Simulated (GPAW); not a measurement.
# A GW chain in GPAW: Cs3Bi (Fm-3m)

How does a plane-wave GW calculation on Cs3Bi (Fm-3m) run from the first input to the gap?

Main program and level: GPAW 26.7.0; LDA and many-body steps on it, plane waves.

The raw output is cut from this account; settings, times and results stay.

## Step 1: Starting point

The structure is cubic, space group Fm-3m (No. 225). The conventional cell has a = 9.393 Å, b = 9.393 Å, c = 9.393 Å, α = 90.00°, β = 90.00°, γ = 90.00°. Nearest to Cs lie 4 Cs at 4.07 Å and 4 Bi at 4.07 Å. Cs has 8 Cs at 4.07 Å nearest. Nearest to Bi lie 8 Cs at 4.07 Å. Farther neighbours, and contacts between anions beyond the nearest, are not listed.

The cell and positions are those that the Materials Project relaxed with its own functionals (PBE, PBE+U or r2SCAN), kept fixed.

## Step 2: Ground state

This step: GPAW 26.7.0; DFT, LDA, plane waves, PAW.

The ground-state density comes first.

run.py

```python
import json
import numpy as np
from gpaw.mpi import world
from ase import Atoms
from gpaw import GPAW, PW, FermiDirac

atoms = Atoms(['Cs', 'Cs', 'Cs', 'Bi'],
    cell=[[0.0000000000, 4.6965938250, 4.6965938250],
      [4.6965938250, 0.0000000000, 4.6965938250],
      [4.6965938250, 4.6965938250, 0.0000000000]],
    scaled_positions=[[0.2500000000, 0.2500000000, 0.2500000000],
      [0.7500000000, 0.7500000000, 0.7500000000],
      [0.5000000000, 0.5000000000, 0.5000000000],
      [0.0000000000, 0.0000000000, 0.0000000000]],
    pbc=(True, True, True))
calc = GPAW(mode=PW(450),
    xc='LDA',
    kpts={'size': (4, 4, 4), 'gamma': True},
    occupations=FermiDirac(0.001),
    nbands=-8,
    convergence={'density': 1e-6, 'bands': -3},
    maxiter=100,
    txt='gs.txt')
atoms.calc = calc
res = {'energy': atoms.get_potential_energy()}
kpts = calc.get_ibz_k_points()
res['kpts'] = kpts
res['eigenvalues'] = [calc.get_eigenvalues(kpt=k) for k in range(len(kpts))]
res['n_electrons'] = calc.get_number_of_electrons()
calc.write('gs.gpw')

if world.rank == 0:
    with open('result.json', 'w') as f:
        json.dump(res, f, default=lambda x: x.tolist())
```

Started as:

```
> mpirun -n 4 gpaw python run.py
```

Run time: 11 s. Hardware: 4 MPI ranks of Arm Neoverse V2, shared host; peak memory 0.81 GiB.

Numbers from this step:

- total energy: -10.02 eV
- gap: 0.1235 eV
- k of the valence top: 0.5, 0.5, 0
- k of the conduction bottom: 0, 0, 0
- least direct gap: 0.5003 eV

The gap is indirect, with the least direct gap 0.38 eV higher.

## Step 3: Empty states on the mesh, 2×2×2 mesh, 480 bands

The sums over transitions need many empty states on a uniform mesh; this step solves for them.

run.py

```python
import json
import numpy as np
from gpaw.mpi import world
from gpaw import GPAW

calc = GPAW('gs.gpw').fixed_density(kpts={'size': (2, 2, 2), 'gamma': True},
    parallel={'domain': 1, 'band': 1},
    txt='nscf.txt')
calc.diagonalize_full_hamiltonian(nbands=480)
calc.write('full.gpw', mode='all')
res = {}
kpts = calc.get_ibz_k_points()
res['kpts'] = kpts
res['eigenvalues'] = [calc.get_eigenvalues(kpt=k) for k in range(len(kpts))]
res['n_electrons'] = calc.get_number_of_electrons()

if world.rank == 0:
    with open('result.json', 'w') as f:
        json.dump(res, f, default=lambda x: x.tolist())
```

Started as:

```
> mpirun -n 3 gpaw python run.py
```

It took 74 s on 3 MPI ranks; peak memory 4.4 GiB; 3.7 min of CPU time.

Numbers from this step:

* gap: 0.1235 eV
* k of the valence top: 0.5, 0.5, 0
* k of the conduction bottom: 0, 0, 0
* least direct gap: 0.5003 eV
* k points computed: 3
* lowest point of the top converged band, above the valence top: 91.0690 eV

On this mesh the gap is 0.124 eV.

## Step 4: Screening and self-energy, 2×2×2 mesh, 218 bands, screening to 60 eV

Now the one-shot GW correction: screening in the RPA, then the self-energy of the levels asked for.

This step: G0W0 on LDA, plane waves, PAW.

run.py

```python
import json
import numpy as np
from gpaw.mpi import world
from gpaw.response.g0w0 import G0W0

gw = G0W0('full.gpw',
    filename='gw',
    kpts=[0, 1],
    bands=(19, 23),
    ecut=60,
    nbands=218,
    integrate_gamma='WS',
    ppa=True)
gw.calculate()
res = {mode: {k: v for k, v in r.items() if k != 'sigma_eskwn'}
       for mode, r in gw.all_results.items()}

if world.rank == 0:
    with open('result.json', 'w') as f:
        json.dump(res, f, default=lambda x: x.tolist())
```

Started as:

```
> mpirun -n 4 gpaw python run.py
```

The job ended after 24 s (4 MPI ranks; peak memory 1.9 GiB).

This step gave:

* G0W0 gap on the mesh: 0.8013 eV
* least direct G0W0 gap on the computed points: 1.217 eV
* Z at the valence top: 0.7747
* Z at the conduction bottom: 0.7959
* starting gap on the mesh: 0.1235 eV
* k of the valence top: 0.5, 0.5, 0
* k of the conduction bottom: 0, 0, 0

The gap on the mesh goes from 0.12 eV to 0.80 eV, a correction of +0.68 eV.

Limits: finite bands, cutoff and mesh; model gap, bands may invert with spin-orbit coupling; no spin-orbit coupling; coarse k mesh. v1 is the top filled band, c1 the lowest empty one. Levels before and after the correction, in eV, zero at the valence-band top of each column:

```csv
,conduction bottom,valence top
Kohn-Sham,0.12,0.00
G0W0,0.80,0.00
```

```csv
,level,energy (eV)
Kohn-Sham,Γ v2-v1,-0.377
Kohn-Sham,Γ c1,0.124
Kohn-Sham,Γ c2,1.135
Kohn-Sham,(0.5 0.5 0) v2-v1,0.000
Kohn-Sham,(0.5 0.5 0) c1,1.010
Kohn-Sham,(0.5 0.5 0) c2,1.224
G0W0,Γ v2-v1,-0.416
G0W0,Γ c1,0.801
G0W0,Γ c2,1.691
G0W0,(0.5 0.5 0) v2-v1,0.000
G0W0,(0.5 0.5 0) c1,1.614
G0W0,(0.5 0.5 0) c2,1.867
```

## Step 5: Where the time went

Times are wall times on the hardware named with each run, good to a factor of about two.

```csv
step,time,share,memory (GiB)
ground state,11 s,10 %,0.81
empty states on the mesh,74 s,67 %,4.4
screening and self-energy,24 s,22 %,1.9
```

## Step 6: Outcome

- LDA gap: 0.12 eV, indirect
- G0W0 gap on the mesh: 0.80 eV
- GW settings: 2×2×2 mesh, 218 bands, screening to 60 eV, Godby-Needs plasmon pole
- known limits: short of the basis limit; model gap, bands may invert with spin-orbit coupling; no spin-orbit coupling; coarse k mesh

G0W0 moves the gap on the mesh from 0.12 eV to 0.80 eV (+0.68 eV), with Z of 0.77 and 0.80 at the edges. The dearest step here is «empty states on the mesh». Bands and cutoff are finite, so the gap stands short of the basis limit, usually by up to a few tenths of an eV; the mesh is an error of its own. The 2×2×2 mesh is coarse for this cell, which bears on the long-range parts of exchange and screening. Where an edge is built on 6p states of lead, bismuth or thallium, scalar-relativistic gaps usually stand too wide, by a few tenths to over one eV. With atoms this heavy and so narrow a gap, spin-orbit coupling can invert the bands. These scalar-relativistic gaps are then model values, not to be set against experiment, and a spin-orbit change taken from DFT can't simply be added.

[Long decimals in the printed logs are rounded to 6 places.]

[Logs are printed without paths, hosts, clocks, repeated set-up lines and the standing remarks that a program may print on its own settings, such as how far it seeks lower states.]

[Paths, hosts, dates, memory and timing lines, banners, echoed tables and standing remarks are left out of the program output; an Ansatz launch command may be rebuilt from the run's recorded settings. Measured values are a selection of at most five: reports struck by readers or far from the other reports are left out. None is set beside runs whose start may be inverted or whose files or cutoffs have a known fault.]

[Runs of the session that timed out or met a known fault of the program may be left out.]

[Hosts, paths, dates, database ids (printed as entryN), source tags and the programs' standing remarks are cut or masked in the printed files.]

[Where the starting crystal was built by hand or by swapping elements, it need not be the compound's stable phase.]
